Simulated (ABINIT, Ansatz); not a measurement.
# KHF2 (I4/mcm): G0W0 with ABINIT, start to end

How does a plane-wave GW calculation on KHF2 (I4/mcm) run from the first input to the gap?

Program: ABINIT 10.8.3. Level of theory: PBEsol and many-body steps on it, plane waves. Results are calculated unless marked as measured.

**1. The starting structure**

Symmetry: I4/mcm, No. 140, tetragonal system. Conventional cell: a = 5.670 Å, b = 5.670 Å, c = 6.810 Å, α = 90.00°, β = 90.00°, γ = 90.00°. Nearest to K lie 8 F at 2.77 Å. Nearest to H lie 2 F at 1.13 Å. Nearest to F lie 1 H at 1.13 Å and 4 K at 2.77 Å. Farther neighbours and most contacts between anions are not listed.

Coordinates:

```cif
data_structure
_symmetry_space_group_name_H-M 'I4/mcm'
_symmetry_Int_Tables_number 140
_cell_length_a 5.6700
_cell_length_b 5.6700
_cell_length_c 6.8100
_cell_angle_alpha 90.000
_cell_angle_beta 90.000
_cell_angle_gamma 90.000
_cell_volume 218.93
loop_
_atom_site_label
_atom_site_type_symbol
_atom_site_symmetry_multiplicity
_atom_site_Wyckoff_symbol
_atom_site_fract_x
_atom_site_fract_y
_atom_site_fract_z
_atom_site_occupancy
K1 K 4 a 0.00000 0.00000 0.25000 1
H1 H 4 d 0.00000 0.50000 0.00000 1
F1 F 8 h 0.14080 0.64080 0.00000 1
```

The cell and positions come from the Crystallography Open Database and are kept as given unless a step says otherwise.

**2. Ground state**

This step: ABINIT 10.8.3; DFT, PBEsol, plane waves, norm-conserving pseudopotentials.

The ground-state density comes first.

run.abi reads:

```
acell 3*1.0 Angstrom
rprim 
  -2.835000000000 2.835000000000 3.405000000000
  2.835000000000 -2.835000000000 3.405000000000
  2.835000000000 2.835000000000 -3.405000000000
ntypat 3
znucl 19 1 9
natom 8
typat 1 1 2 2 3 3 3 3
xred 
  0.250000000000 0.250000000000 -0.000000000000
  0.750000000000 0.750000000000 -0.000000000000
  0.500000000000 -0.000000000000 0.500000000000
  0.000000000000 0.500000000000 0.500000000000
  0.640800000000 0.140800000000 0.781600000000
  0.140800000000 0.359200000000 0.500000000000
  0.359200000000 0.859200000000 0.218400000000
  0.859200000000 0.640800000000 0.500000000000
pp_dirpath "pseudos"
pseudos "K.upf, H.upf, F.upf"
ecut 36
ngkpt 6 6 6
nshiftk 1
shiftk 0 0 0
kptopt 1
chksymbreak 0
nband 32
occopt 1
tolvrs 1e-10
nstep 60
prtwf 0
optforces 0
optstress 0
indata_prefix "in"
outdata_prefix "out"
tmpdata_prefix "tmp"
```

Launch:

```bash
OMP_NUM_THREADS=1 mpirun -n 4 abinit run.abi > log
```

Numbers of over 12 decimals in the logs are rounded to 6 here.

Output:

```text
.Version 10.8.3 of ABINIT. v10.8.2 released Aug 2026.

 Symmetries : space group I4/m c m (#140); Bravais tI (body-center tetrag.)
================================================================================
 Values of the parameters that define the memory need of the present run
     intxc =       0    ionmov =       0      iscf =       7    lmnmax =       6
     lnmax =       6     mgfft =      54  mpssoang =       3    mqgrid =    3001
     natom =       8  nloc_mem =       1    nspden =       1   nspinor =       1
    nsppol =       1      nsym =      16    n1xccc =    2501    ntypat =       3
    occopt =       1   xclevel =       2
-    mband =          32        mffmem =           1         mkmem =           8
       mpw =        7657          nfft =      157464          nkpt =          30
================================================================================
  Rough estimation (10% accuracy) of disk space for files :
================================================================================

--------------------------------------------------------------------------------
------------- Echo of variables that govern the present computation ------------
--------------------------------------------------------------------------------
 -outvars: echo values of preprocessed input variables --------
            acell      1.8897261259E+00  1.8897261259E+00  1.8897261259E+00 Bohr

      chksymbreak           0
             ecut      3.60000000E+01 Hartree
-          fftalg         312

              ixc     -116133
              kpt      0.00000000E+00  0.00000000E+00  0.00000000E+00
                       1.66666667E-01  0.00000000E+00  0.00000000E+00
                       3.33333333E-01  0.00000000E+00  0.00000000E+00
                       5.00000000E-01  0.00000000E+00  0.00000000E+00
                       1.66666667E-01  1.66666667E-01  0.00000000E+00
                       3.33333333E-01  1.66666667E-01  0.00000000E+00
                       5.00000000E-01  1.66666667E-01  0.00000000E+00
                      -3.33333333E-01  1.66666667E-01  0.00000000E+00
                      -1.66666667E-01  1.66666667E-01  0.00000000E+00
   [... 19 further rows ...]
                      -3.33333333E-01 -3.33333333E-01  3.33333333E-01
                       5.00000000E-01  5.00000000E-01  5.00000000E-01
         kptrlatt        6    0    0      0    6    0      0    0    6
          kptrlen      5.96406996E+01
P           mkmem           8
            natom           8
            nband          32
            ngfft          54      54      54
             nkpt          30
            nstep          60
             nsym          16
           ntypat           3
              occ      2.000000  2.000000  2.000000  2.000000  2.000000  2.000000
                       2.000000  2.000000  2.000000  2.000000  2.000000  2.000000
                       2.000000  2.000000  2.000000  2.000000  2.000000  2.000000
                       2.000000  2.000000  2.000000  2.000000  2.000000  2.000000
                       0.000000  0.000000  0.000000  0.000000  0.000000  0.000000
                       0.000000  0.000000
        optforces           0
        optstress           0
            prtwf           0
            rprim     -2.8350000000E+00  2.8350000000E+00  3.4050000000E+00
[...]
spgroup         140

           tolvrs      1.00000000E-10

             xred      2.5000000000E-01  2.5000000000E-01  1.4885138594E-18
[...]
znucl       19.00000    1.00000    9.00000

================================================================================

 chkinp: Checking input parameters for consistency.

================================================================================
== DATASET  1 ==================================================================
-   mpi_nproc: 4, omp_nthreads: 1 (-1 if OMP is not activated)

--- !DatasetInfo
iteration_state: {dtset: 1, }
dimensions: {natom: 8, nkpt: 30, mband: 32, nsppol: 1, nspinor: 1, nspden: 1, mpw: 7657, }
cutoff_energies: {ecut:  36.0, pawecutdg:  -1.0, }
electrons: {nelect:   4.80000000E+01, charge:   0.00000000E+00, occopt:   1.00000000E+00, tsmear:   1.00000000E-02, }

 Real(R)+Recip(G) space primitive vectors, cartesian coordinates (Bohr,Bohr^-1):
 R(1)= -5.3573736  5.3573736  6.4345175  G(1)=  0.0000000  0.0933293  0.0777059
 R(2)=  5.3573736 -5.3573736  6.4345175  G(2)=  0.0933293  0.0000000  0.0777059
 R(3)=  5.3573736  5.3573736 -6.4345175  G(3)=  0.0933293  0.0933293  0.0000000
 Unit cell volume ucvol=  7.3871996E+02 bohr^3
 Angles (23,13,12)=  1.14773599E+02  1.14773599E+02  9.93190826E+01 degrees

 getcut: wavevector=  0.0000  0.0000  0.0000  ngfft=  54  54  54
         ecut(hartree)=     36.000   => boxcut(ratio)=   2.01190

--- Pseudopotential description ------------------------------------------------
- K Generated using ONCVPSP code by D. R. Hamann
- 19.00000   9.00000  180301                  znucl, zion, pspdat
12 -116133 2 -1 2250                          pspcod,pspxc,lmax,lloc,mmax
     nproj     2     2     2
  pspatm : epsatm=    8.32504554
         --- l  ekb(1:nproj) -->
[...]
pspatm: atomic psp has been read  and splines computed

- H Generated using ONCVPSP code by D. R. Hamann
[...]
pspatm : epsatm=    0.35585368
         --- l  ekb(1:nproj) -->
[...]
1   -0.494138
 pspatm: atomic psp has been read  and splines computed

- F Generated using ONCVPSP code by D. R. Hamann
-  9.00000   7.00000  180301                  znucl, zion, pspdat
12 -116133 2 -1 832                           pspcod,pspxc,lmax,lloc,mmax
     nproj     2     2     1
  pspatm : epsatm=    4.89824381
         --- l  ekb(1:nproj) -->
[...]
2   -2.394754
 pspatm: atomic psp has been read  and splines computed

   1.77382914E+03                                ecore*ucvol(ha*bohr**3)
--------------------------------------------------------------------------------

_setup2: Arith. and geom. avg. npw (full set) are    7621.523    7621.512

================================================================================

--- !BeginCycle
iteration_state: {dtset: 1, }
solver: {iscf: 7, nstep: 60, nline: 4, wfoptalg: 0, }
tolerances: {tolvrs: 1.00E-10, }

     iter   Etot(hartree)      deltaE(h)  residm     vres2
 ETOT  1  -159.44727085133    -1.594E+02 1.079E-01 6.098E+02
 ETOT  2  -159.56503607095    -1.178E-01 2.284E-02 3.718E+02
 ETOT  3  -159.71362553331    -1.486E-01 6.390E-03 2.157E+01
 ETOT  4  -159.71731829276    -3.693E-03 2.358E-03 2.853E-01
 ETOT  5  -159.71733424700    -1.595E-05 8.723E-04 4.129E-02
 ETOT  6  -159.71733668444    -2.437E-06 1.083E-03 2.006E-03
 ETOT  7  -159.71733680512    -1.207E-07 8.935E-04 3.083E-04
 ETOT  8  -159.71733681841    -1.329E-08 1.085E-03 9.138E-06
 ETOT  9  -159.71733681879    -3.837E-10 6.991E-04 6.303E-07
 ETOT 10  -159.71733681881    -2.004E-11 6.280E-04 1.778E-08
 ETOT 11  -159.71733681882    -8.981E-12 3.443E-04 4.218E-10
 ETOT 12  -159.71733681882    -1.904E-12 2.661E-04 6.751E-12

 At SCF step   12       vres2   =  6.75E-12 < tolvrs=  1.00E-10 =>converged.

--- !ResultsGS
iteration_state: {dtset: 1, }
comment   : Summary of ground state results
lattice_vectors:
- [ -5.3573736,   5.3573736,   6.4345175, ]
- [  5.3573736,  -5.3573736,   6.4345175, ]
- [  5.3573736,   5.3573736,  -6.4345175, ]
lattice_lengths: [   9.94012,    9.94012,    9.94012, ]
lattice_angles: [114.774, 114.774,  99.319, ] # degrees, (23, 13, 12)
lattice_volume:   7.3871996E+02
convergence: {deltae: -1.904E-12, res2:  6.751E-12, residm:  2.661E-04, diffor:  0.000E+00, }
etotal    :  -1.59717337E+02
entropy   :   0.00000000E+00
fermie    :  -5.30319518E-02
cartesian_stress_tensor: null
pressure_GPa: null
xred      :
- [  2.5000E-01,   2.5000E-01,   1.4885E-18,  K]
- [  7.5000E-01,   7.5000E-01,   4.4655E-18,  K]
- [  5.0000E-01,   1.6299E-17,   5.0000E-01,  H]
- [  1.6299E-17,   5.0000E-01,   5.0000E-01,  H]
- [  6.4080E-01,   1.4080E-01,   7.8160E-01,  F]
- [  1.4080E-01,   3.5920E-01,   5.0000E-01,  F]
- [  3.5920E-01,   8.5920E-01,   2.1840E-01,  F]
- [  8.5920E-01,   6.4080E-01,   5.0000E-01,  F]
cartesian_forces: null
force_length_stats: {min: null, max: null, mean: null, }

 Integrated electronic density in atomic spheres:
 ------------------------------------------------
 Atom  Sphere_radius  Integrated_density
[...]
================================================================================

 ----iterations are completed or convergence reached----

 Mean square residual over all n,k,spin=   12.956E-07; max=  26.612E-05
 reduced coordinates (array xred) for    8 atoms
[...]
0.000000000000      0.500000000000      0.500000000000
       0.640800000000      0.140800000000      0.781600000000
       0.140800000000      0.359200000000      0.500000000000
       0.359200000000      0.859200000000      0.218400000000
       0.859200000000      0.640800000000      0.500000000000
 rms dE/dt=  0.0000E+00; max dE/dt=  0.0000E+00; dE/dt below (all hartree)
    1       0.000000000000      0.000000000000      0.000000000000
    2       0.000000000000      0.000000000000      0.000000000000
    3       0.000000000000      0.000000000000      0.000000000000
    4       0.000000000000      0.000000000000      0.000000000000
    5       0.000000000000      0.000000000000      0.000000000000
    6       0.000000000000      0.000000000000      0.000000000000
    7       0.000000000000      0.000000000000      0.000000000000
    8       0.000000000000      0.000000000000      0.000000000000

 cartesian coordinates (angstrom) at end:
    1     -0.000000     0.000000     1.702500
    2      0.000000    -0.000000     5.107500
    3      0.000000     2.835000     0.000000
    4      2.835000     0.000000     0.000000
    5      0.798336     3.633336     0.000000
    6      2.036664     0.798336     0.000000
    7      2.036664    -0.798336     3.405000
    8      0.798336     2.036664     3.405000
 length scales=  1.889726125908  1.889726125908  1.889726125908 bohr
              =  1.000000000000  1.000000000000  1.000000000000 angstroms
 prteigrs : about to open file out_EIG
 Fermi (or HOMO) energy (hartree) =  -0.05303   Average Vxc (hartree)=  -0.31865
 Eigenvalues (hartree) for nkpt=  30  k points:
 kpt#   1, nband= 32, wtk=  0.00463, kpt=  0.0000  0.0000  0.0000 (reduced coord)
  -0.98835   -0.98422   -0.80037   -0.79447   -0.75145   -0.75145   -0.39704   -0.38457
  -0.38457   -0.38165   -0.38165   -0.37355   -0.22801   -0.21272   -0.09599   -0.09599
  -0.09249   -0.07883   -0.06776   -0.06265   -0.06265   -0.05911   -0.05911   -0.05504
   0.20485    0.30769    0.33992    0.34469    0.37219    0.37219    0.44360    0.44361
 prteigrs : prtvol=0 or 1, do not print more k-points.

--- !EnergyTerms
iteration_state     : {dtset: 1, }
comment             : Components of total free energy in Hartree
kinetic             :  8.62968460260419E+01
hartree             :  4.61715694874235E+01
xc                  : -3.51677429259265E+01
Ewald energy        : -1.01073657701617E+02
psp_core            :  2.40121997962995E+00
local_psp           : -1.56188087956969E+02
non_local_psp       : -2.15748372740682E+00
total_energy        : -1.59717336818824E+02
total_energy_eV     : -4.34613014235646E+03
band_energy         : -1.71107037070322E+01

== END DATASET(S) ==============================================================
================================================================================

 -outvars: echo values of variables after computation  --------
           etotal     -1.5971733682E+02
            nband          32
             nkpt          30
          spgroup         140
 [... the other variables as echoed above ...]

 Calculation completed.
```

Wall time 99 s (4 MPI ranks of Intel Xeon Platinum 8488C (Sapphire Rapids), shared host); peak memory 0.52 GiB; 6.6 min of CPU time.

Numbers from this step:

| Property | Result |
| --- | --- |
| total energy | -4346.1301 eV |
| gap | 7.017 eV |
| k of the valence top | 0.5, 0.5, 0.5 |
| k of the conduction bottom | 0, 0, 0 |
| least direct gap | 7.072 eV |

The gap is indirect, with the least direct gap 0.05 eV higher.

[end of part 1 of 3]

[Paths, hosts, dates, memory and timing lines, banners, echoed tables and standing remarks are left out of the program output.]

[Logs are printed without paths, hosts, clocks, repeated set-up lines and the standing remarks that a program may print on its own settings, such as how far it seeks lower states.]

[Runs of the session that timed out or met a known fault of the program may be left out.]

[Hosts, paths, dates, database ids (printed as entryN), source tags and the programs' standing remarks are cut or masked in the printed files.]

[G0W0 gaps are taken among the corrected bands and points alone; a level outside them can change the order at an edge.]

[Where Ansatz stands beside ABINIT at settings called matched, ABINIT's density can come from a denser mesh and the files from another edition; pairs whose starting gaps differed by over 0.03 eV were left out, so agreement reads better than it is.]
